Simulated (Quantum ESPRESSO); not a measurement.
# Mo: work function by face, part 5 of 6

Wanted: work functions of Mo face by face, under two functionals.

Quantum ESPRESSO 7.5; plane-wave DFT, PBE, PseudoDojo norm-conserving pseudopotentials.

So far. Step 7 (Relaxation with pw.x of (100), PBE): The relaxation lowers the energy by 45 meV an atom. On the free atoms the largest force ends at 0.005 eV/Å. Step 11 (Electrostatic potential of (100)): On (100) the work function under LDA lies +0.32 eV from PBE's.

**12. Relaxing the ions of (111), PBE**

Level of this step: plane-wave DFT, PBE, GBRV ultrasoft pseudopotentials (Quantum ESPRESSO 7.5).

System of this step: Mo(111), 9 layers. The cell holds 9 atoms: 9 Mo. Its edges and angles: a = 4.455 Å, b = 4.455 Å, c = 23.275 Å, α = 90.0°, β = 90.0°, γ = 60.0°. It derives from Mo. Vacuum lies along c.

111.relax.in reads:

```
&control
  prefix = '111.relax'
  outdir = './out'
  pseudo_dir = './pseudo'
  nstep = 40
  forc_conv_thr = 0.001
  calculation = 'relax'
/
&system
  ibrav = 0
  nat = 9
  ntyp = 1
  ecutwfc = 40
  ecutrho = 200
  occupations = 'smearing'
  smearing = 'mv'
  degauss = 0.02
/
&electrons
  conv_thr = 1e-07
  mixing_beta = 0.4
  electron_maxstep = 120
  mixing_mode = 'local-TF'
/
&ions
/
ATOMIC_SPECIES
  Mo  95.9500  mo_pbe_v1.uspp.F.UPF
CELL_PARAMETERS angstrom
  4.45477272147525 0.00000000000000 0.00000000000000
  2.22738636073762 3.85794634488350 0.00000000000000
  0.00000000000000 0.00000000000000 23.27461339178928
ATOMIC_POSITIONS crystal
  Mo  0.333333333300 0.333333333300 0.343722143321
  Mo  0.666666666700 0.666666666700 0.382791607491
  Mo  0.000000000000 0.000000000000 0.421861071661 0 0 0
  Mo  0.333333333300 0.333333333300 0.460930535830 0 0 0
  Mo  0.666666666700 0.666666666700 0.500000000000 0 0 0
  Mo  0.000000000000 0.000000000000 0.539069464170 0 0 0
  Mo  0.333333333300 0.333333333300 0.578138928339 0 0 0
  Mo  0.666666666700 0.666666666700 0.617208392509
  Mo  0.000000000000 0.000000000000 0.656277856679
K_POINTS automatic
  6 6 1 0 0 0
```

Started as:

```sh
OMP_NUM_THREADS=1 mpirun -n 4 pw.x -nk 2 -in 111.relax.in > 111.relax.out
```

Log:

```text
[banner, memory and clock lines left out]
Program PWSCF v.7.5 starts

          URL

     Message from routine setup:
     using ibrav=0 with symmetry is DISCOURAGED, use correct ibrav instead

     bravais-lattice index     =            0
     lattice parameter (alat)  =       8.4183  a.u.
     unit-cell volume          =    2699.3600 (a.u.)^3
     number of atoms/cell      =            9
     number of atomic types    =            1
     number of electrons       =       126.00
     number of Kohn-Sham states=           76
     kinetic-energy cutoff     =      40.0000  Ry
     charge density cutoff     =     200.0000  Ry
     scf convergence threshold =      1.0E-07
     mixing beta               =       0.4000
     number of iterations used =            8  local-TF  mixing
     energy convergence thresh.=      1.0E-04
     force convergence thresh. =      1.0E-03
     Exchange-correlation= SLA  PW   PBE  PBE
                           (   1   4   3   4   0   0   0)
     nstep                     =           40

     celldm(1)=   8.418300  celldm(2)=   0.000000  celldm(3)=   0.000000
     celldm(4)=   0.000000  celldm(5)=   0.000000  celldm(6)=   0.000000

     crystal axes: (cart. coord. in units of alat)
               a(1) = (   1.000000   0.000000   0.000000 )
               a(2) = (   0.500000   0.866025   0.000000 )
               a(3) = (   0.000000   0.000000   5.224647 )

     reciprocal axes: (cart. coord. in units 2 pi/alat)
               b(1) = (  1.000000 -0.577350  0.000000 )
               b(2) = (  0.000000  1.154701  0.000000 )
               b(3) = (  0.000000  0.000000  0.191401 )

     PseudoPot. # 1 for Mo read from file:
     ./pseudo/mo_pbe_v1.uspp.F.UPF
     Pseudo is Ultrasoft + core correction, Zval = 14.0
     Generated by new atomic code, or converted to UPF format
     Using radial grid of  889 points,  6 beta functions with:
                l(1) =   0
                l(2) =   0
                l(3) =   1
                l(4) =   1
                l(5) =   2
                l(6) =   2
     Q(r) pseudized with  6 coefficients,  rinner =    1.000   1.000   1.000
                                                       1.000   1.000

     atomic species   valence    mass     pseudopotential
     Mo               14.00    95.95000     Mo( 1.00)

     12 Sym. Ops., with inversion, found ( 6 have fractional translation)

   Cartesian axes

     site n.     atom                  positions (alat units)
         1        Mo     tau(   1) = (   0.5000000   0.2886751   1.7958267  )
         2        Mo     tau(   2) = (   1.0000000   0.5773503   1.9999509  )
         3        Mo     tau(   3) = (   0.0000000   0.0000000   2.2040750  )
         4        Mo     tau(   4) = (   0.5000000   0.2886751   2.4081992  )
         5        Mo     tau(   5) = (   1.0000000   0.5773503   2.6123233  )
         6        Mo     tau(   6) = (   0.0000000   0.0000000   2.8164475  )
         7        Mo     tau(   7) = (   0.5000000   0.2886751   3.0205716  )
         8        Mo     tau(   8) = (   1.0000000   0.5773503   3.2246958  )
         9        Mo     tau(   9) = (   0.0000000   0.0000000   3.4288199  )

     number of k points=     7  Marzari-Vanderbilt smearing, width (Ry)=  0.0200
                       cart. coord. in units 2pi/alat
        k(    1) = (   0.0000000   0.0000000   0.0000000), wk =   0.0555556
        k(    2) = (   0.0000000   0.1924501   0.0000000), wk =   0.3333333
        k(    3) = (   0.0000000   0.3849002   0.0000000), wk =   0.3333333
        k(    4) = (   0.0000000  -0.5773503   0.0000000), wk =   0.1666667
        k(    5) = (   0.1666667   0.2886751   0.0000000), wk =   0.3333333
        k(    6) = (   0.1666667  -0.6735753   0.0000000), wk =   0.6666667
        k(    7) = (   0.3333333  -0.5773503   0.0000000), wk =   0.1111111

     Dense  grid:   128735 G-vectors     FFT dimensions: (  45,  45, 200)

     Smooth grid:    92049 G-vectors     FFT dimensions: (  36,  36, 180)

     Initial potential from superposition of free atoms

     starting charge     125.9904, renormalised to     126.0000

     negative rho (up, down):  8.322E-03 0.000E+00
     Starting wfcs are  117 randomized atomic wfcs

     per-process dynamical memory:    84.1 Mb

     Self-consistent Calculation

     iteration #  1     ecut=    40.00 Ry     beta= 0.40
     Davidson diagonalization with overlap
     ethr =  1.00E-02,  avg # of iterations =  2.0

     negative rho (up, down):  3.054E-03 0.000E+00

     total energy              =   -1253.68818513 Ry
     estimated scf accuracy    <       6.32688622 Ry

     iteration #  2     ecut=    40.00 Ry     beta= 0.40
     Davidson diagonalization with overlap
     ethr =  5.02E-03,  avg # of iterations =  1.0

     negative rho (up, down):  6.512E-04 0.000E+00

     total energy              =   -1253.52417311 Ry
     estimated scf accuracy    <       2.24314664 Ry

     iteration #  3     ecut=    40.00 Ry     beta= 0.40
     Davidson diagonalization with overlap
     ethr =  1.78E-03,  avg # of iterations =  1.9

     negative rho (up, down):  1.257E-04 0.000E+00

     total energy              =   -1253.48432043 Ry
     estimated scf accuracy    <       0.49651513 Ry

     iteration #  4     ecut=    40.00 Ry     beta= 0.40
     Davidson diagonalization with overlap
     ethr =  3.94E-04,  avg # of iterations =  5.1

     negative rho (up, down):  8.116E-05 0.000E+00

     total energy              =   -1253.53970458 Ry
     estimated scf accuracy    <       0.10080082 Ry

     iteration #  5     ecut=    40.00 Ry     beta= 0.40
     Davidson diagonalization with overlap
     ethr =  8.00E-05,  avg # of iterations =  8.3

     negative rho (up, down):  5.884E-05 0.000E+00

     total energy              =   -1253.53666832 Ry
     estimated scf accuracy    <       0.07085983 Ry

     iteration #  6     ecut=    40.00 Ry     beta= 0.40
     Davidson diagonalization with overlap
     ethr =  5.62E-05,  avg # of iterations =  1.1

     negative rho (up, down):  2.272E-05 0.000E+00

     total energy              =   -1253.52289573 Ry
     estimated scf accuracy    <       0.07356959 Ry

     iteration #  7     ecut=    40.00 Ry     beta= 0.40
     Davidson diagonalization with overlap
     ethr =  5.62E-05,  avg # of iterations =  3.0

     negative rho (up, down):  3.038E-05 0.000E+00

     total energy              =   -1253.52708335 Ry
     estimated scf accuracy    <       0.02573085 Ry

     iteration #  8     ecut=    40.00 Ry     beta= 0.40
     Davidson diagonalization with overlap
     ethr =  2.04E-05,  avg # of iterations =  3.1

[...]
Mo               0.3333333333        0.3333333333        0.5781389283    0   0   0
Mo               0.6666666667        0.6666666667        0.6137428264
Mo               0.0000000000       -0.0000000000        0.6454463644

     XML data file
     NEW-OLD atomic charge density approx. for the potential

     negative rho (up, down):  8.832E-03 0.000E+00

     per-process dynamical memory:    96.7 Mb

     Self-consistent Calculation

     iteration #  1     ecut=    40.00 Ry     beta= 0.40
     Davidson diagonalization with overlap
     ethr =  1.00E-06,  avg # of iterations =  3.0

     Threshold (ethr) on eigenvalues was too large:
     Diagonalizing with lowered threshold

     Davidson diagonalization with overlap
     ethr =  1.15E-08,  avg # of iterations =  4.7

     negative rho (up, down):  8.821E-03 0.000E+00

     total energy              =   -1253.55820022 Ry
     estimated scf accuracy    <       0.00002268 Ry

     iteration #  2     ecut=    40.00 Ry     beta= 0.40
     Davidson diagonalization with overlap
     ethr =  1.80E-08,  avg # of iterations =  1.1

     negative rho (up, down):  8.813E-03 0.000E+00

     total energy              =   -1253.55820060 Ry
     estimated scf accuracy    <       0.00000300 Ry

     iteration #  3     ecut=    40.00 Ry     beta= 0.40
     Davidson diagonalization with overlap
     ethr =  2.38E-09,  avg # of iterations =  4.7

     negative rho (up, down):  8.810E-03 0.000E+00

     total energy              =   -1253.55820084 Ry
     estimated scf accuracy    <       0.00000034 Ry

     iteration #  4     ecut=    40.00 Ry     beta= 0.40
     Davidson diagonalization with overlap
     ethr =  2.67E-10,  avg # of iterations =  4.0

     negative rho (up, down):  8.806E-03 0.000E+00

     total energy              =   -1253.55820088 Ry
     estimated scf accuracy    <       0.00000011 Ry

     iteration #  5     ecut=    40.00 Ry     beta= 0.40
     Davidson diagonalization with overlap
     ethr =  8.91E-11,  avg # of iterations =  4.0

     negative rho (up, down):  8.806E-03 0.000E+00

     total energy              =   -1253.55820089 Ry
     estimated scf accuracy    <       0.00000002 Ry

     iteration #  6     ecut=    40.00 Ry     beta= 0.40
     Davidson diagonalization with overlap
     ethr =  1.69E-11,  avg # of iterations =  4.9

     negative rho (up, down):  8.806E-03 0.000E+00

     total energy              =   -1253.55820089 Ry
     estimated scf accuracy    <       0.00000002 Ry

     iteration #  7     ecut=    40.00 Ry     beta= 0.40
     Davidson diagonalization with overlap
     ethr =  1.69E-11,  avg # of iterations =  1.4

     negative rho (up, down):  8.807E-03 0.000E+00

     total energy              =   -1253.55820089 Ry
     estimated scf accuracy    <          4.6E-09 Ry

     iteration #  8     ecut=    40.00 Ry     beta= 0.40
     Davidson diagonalization with overlap
     ethr =  3.64E-12,  avg # of iterations =  3.4

     negative rho (up, down):  8.812E-03 0.000E+00

     total energy              =   -1253.55820089 Ry
     estimated scf accuracy    <          3.5E-09 Ry

     iteration #  9     ecut=    40.00 Ry     beta= 0.40
     Davidson diagonalization with overlap
     ethr =  2.78E-12,  avg # of iterations =  2.6

     negative rho (up, down):  8.817E-03 0.000E+00

     total energy              =   -1253.55820089 Ry
     estimated scf accuracy    <          1.8E-09 Ry

     iteration # 10     ecut=    40.00 Ry     beta= 0.40
     Davidson diagonalization with overlap
     ethr =  1.39E-12,  avg # of iterations =  3.6

     negative rho (up, down):  8.830E-03 0.000E+00

     End of self-consistent calculation

          k = 0.0000 0.0000 0.0000 ( 11627 PWs)   bands (ev):

   -56.2684 -56.1230 -56.0725 -55.9552 -55.9026 -55.8502 -55.8390 -55.6691
   -55.6592 -30.7364 -30.6654 -30.5642 -30.5590 -30.5590 -30.5197 -30.5197
   -30.4334 -30.4334 -30.2722 -30.2722 -30.1168 -30.1168 -30.1159 -30.0348
   -29.9043 -29.8567 -29.8567 -29.6480 -29.6480 -29.6292 -29.5908 -29.4763
   -29.4082 -29.4082 -29.4071 -29.4071  -1.6364  -0.1417  -0.1347  -0.1347
     1.0244   1.0244   1.5543   1.6782   1.9132   2.0570   2.0570   2.1406
     2.1406   2.3015   2.3015   2.8813   3.0089   3.0089   3.1086   3.1975
     3.1975   3.6736   3.7397   3.7397   3.8144   3.8144   4.2716   5.2996
     5.6181   6.1202   6.1202   6.2799   6.2799   6.6133   6.6133   6.7748
     6.7748   7.0279   7.0279   7.4293

          k = 0.0000 0.1925 0.0000 ( 11557 PWs)   bands (ev):

   -56.2482 -56.1065 -56.0721 -55.9660 -55.9148 -55.8441 -55.8339 -55.6824
   -55.6731 -30.7772 -30.7180 -30.7001 -30.6582 -30.6001 -30.5433 -30.4620
   -30.3743 -30.3242 -30.2066 -30.2043 -30.0934 -30.0725 -30.0715 -30.0401
   -29.9097 -29.8393 -29.7980 -29.6947 -29.6495 -29.6178 -29.5750 -29.4985
   -29.4647 -29.4421 -29.4097 -29.4036  -1.2579   0.0190   0.0961   0.1399
     0.8451   1.1506   1.1935   1.5109   1.5670   1.8193   1.9406   1.9976
     2.1775   2.2384   2.4056   3.0169   3.1086   3.1600   3.2198   3.3096
     3.3709   3.6093   3.7871   4.1218   4.1660   4.4415   4.5017   5.2915
     5.6646   5.7518   5.9448   6.0604   6.0634   6.4762   6.5678   6.7011
     6.7150   6.9313   7.0516   7.1091

          k = 0.0000 0.3849 0.0000 ( 11535 PWs)   bands (ev):

   -56.1976 -56.0763 -56.0660 -55.9925 -55.9470 -55.8243 -55.8192 -55.7148
   -55.7074 -30.8799 -30.8533 -30.7511 -30.6628 -30.6428 -30.5971 -30.3730
   -30.3598 -30.2231 -30.1879 -30.0956 -30.0913 -30.0503 -29.9789 -29.9261
   -29.8737 -29.8346 -29.8045 -29.7739 -29.6572 -29.6348 -29.5748 -29.5155
   -29.4883 -29.4844 -29.4102 -29.4002  -0.3134   0.1467   0.3919   0.7403
     0.7520   0.8826   1.2917   1.5735   1.5903   1.7763   1.8403   2.0152
     2.0779   2.2051   2.4778   2.8515   2.8652   2.9383   3.1704   3.3787
     3.4600   3.6698   3.9188   4.2720   4.4118   4.7100   4.9988   5.3250
     5.4682   5.6793   5.7242   6.0070   6.0450   6.2543   6.4014   6.7720
     6.8064   6.8931   6.8983   6.9954

          k = 0.0000-0.5774 0.0000 ( 11470 PWs)   bands (ev):

   -56.1592 -56.0869 -56.0400 -56.0005 -55.9785 -55.8066 -55.8053 -55.7380
   -55.7320 -30.9313 -30.9026 -30.7681 -30.6819 -30.6686 -30.4564 -30.4035
   -30.3685 -30.2114 -30.1594 -30.1042 -30.0728 -30.0485 -29.9645 -29.9265
   -29.9178 -29.7881 -29.7875 -29.7245 -29.7080 -29.6649 -29.5735 -29.5118
   -29.4962 -29.4627 -29.4107 -29.3988  -0.0695   0.1023   0.7090   0.9203
     1.0979   1.1995   1.5513   1.5961   1.6613   1.6902   1.9556   1.9599
     2.1643   2.3725   2.4650   2.7017   2.8462   2.8614   2.8834   3.0319
     3.1822   3.4406   3.6606   4.0245   4.2846   4.5303   5.2699   5.2700
     5.4512   5.6116   5.7271   5.9440   6.4154   6.5024   6.6931   6.7006
     6.7871   7.0164   7.0291   7.1260

          k = 0.1667 0.2887 0.0000 ( 11585 PWs)   bands (ev):

   -56.2126 -56.0780 -56.0730 -55.9856 -55.9368 -55.8307 -55.8240 -55.7057
   -55.6976 -30.8373 -30.7642 -30.7469 -30.7356 -30.6888 -30.5062 -30.4676
   -30.3432 -30.2261 -30.1856 -30.1400 -30.0853 -30.0294 -29.9870 -29.9380
   -29.9089 -29.8532 -29.8323 -29.7045 -29.6802 -29.5900 -29.5653 -29.5225
   -29.4984 -29.4770 -29.4098 -29.4081  -0.6016   0.2638   0.4816   0.5926
     0.6539   0.8794   0.9729   1.3706   1.5743   1.6031   1.9212   2.1090
     2.1534   2.2642   2.4684   2.7360   2.9911   3.1964   3.2339   3.5324
     3.7149   3.7446   3.8360   4.2327   4.6925   4.8990   4.9799   5.2546
     5.3157   5.5548   5.6683   5.8577   5.8840   6.1843   6.1902   6.4001
     6.4463   6.9127   6.9717   7.0809

          k = 0.1667-0.6736 0.0000 ( 11504 PWs)   bands (ev):

   -56.1644 -56.0767 -56.0418 -56.0092 -55.9712 -55.8076 -55.8060 -55.7375
   -55.7325 -30.9031 -30.8146 -30.8080 -30.7620 -30.6029 -30.5283 -30.4158
   -30.3255 -30.2917 -30.1970 -30.1311 -30.0370 -30.0082 -29.9513 -29.9124
   -29.8871 -29.8251 -29.7983 -29.7576 -29.6472 -29.6294 -29.5860 -29.5056
   -29.4905 -29.4729 -29.4141 -29.4099   0.1502   0.3092   0.3576   0.7847
     0.8402   1.0137   1.1808   1.4749   1.7444   1.8827   1.9506   2.1294
[key lines of the parts left out:]
the Fermi energy is     5.0478 ev
convergence has been achieved in  14 iterations
```

It took 6.8 min on 4 MPI ranks of Intel Xeon 6975P-C (Granite Rapids), shared host; peak memory 0.87 GiB.

Relaxation path:

| step | energy less that of the first step (eV) | largest force (eV/Å) |
| --- | --- | --- |
| 1 | 0.0000 | 1.9850 |
| 2 | -0.1488 | 1.6492 |
| 3 | -0.2818 | 1.2855 |
| 4 | -0.4276 | 0.7260 |
| 5 | -0.5158 | 0.6093 |
| 6 | -0.5280 | 0.4449 |
| 7 | -0.5359 | 0.2848 |
| 8 | -0.5411 | 0.0317 |
| 9 | -0.5412 | 0.0007 |

The atoms that moved most (Å):

| atom | dx | dy | dz | length |
| --- | --- | --- | --- | --- |
| Mo1 | 0.000 | 0.000 | 0.252 | 0.252 |
| Mo9 | 0.000 | 0.000 | -0.252 | 0.252 |
| Mo8 | 0.000 | 0.000 | -0.081 | 0.081 |
| Mo2 | 0.000 | 0.000 | 0.081 | 0.081 |

Final coordinates:

```cif
data_structure
_symmetry_space_group_name_H-M 'P 1'
_symmetry_Int_Tables_number 1
_cell_length_a 4.4548
_cell_length_b 4.4548
_cell_length_c 23.2746
_cell_angle_alpha 90.000
_cell_angle_beta 90.000
_cell_angle_gamma 60.000
_cell_volume 400.00
loop_
_atom_site_label
_atom_site_type_symbol
_atom_site_fract_x
_atom_site_fract_y
_atom_site_fract_z
_atom_site_occupancy
Mo1 Mo 0.33333 0.33333 0.35455 1
Mo2 Mo 0.66667 0.66667 0.38626 1
Mo3 Mo 0.00000 0.00000 0.42186 1
Mo4 Mo 0.33333 0.33333 0.46093 1
Mo5 Mo 0.66667 0.66667 0.50000 1
Mo6 Mo 0.00000 0.00000 0.53907 1
Mo7 Mo 0.33333 0.33333 0.57814 1
Mo8 Mo 0.66667 0.66667 0.61374 1
Mo9 Mo 0.00000 0.00000 0.64545 1
```

The relaxation lowers the energy by 60 meV an atom. On the free atoms the largest force ends at 0.001 eV/Å.

Numbers from this step:

| Quantity | Value |
| --- | --- |
| free energy | -17055.5282 eV |
| Fermi energy | 5.048 eV |

[end of part 5 of 6]

[Logs are printed without paths, hosts, clocks, repeated set-up lines and the standing remarks that a program may print on its own settings, such as how far it seeks lower states.]

[Hosts, paths, dates, database ids (printed as entryN), source tags and the programs' standing remarks are cut or masked in the printed files.]

[Maps of the electrostatic potential energy from Ansatz leave out the sawtooth potential of an applied field or a dipole correction, so their vacuum need not be flat; planar profiles and work functions include it.]
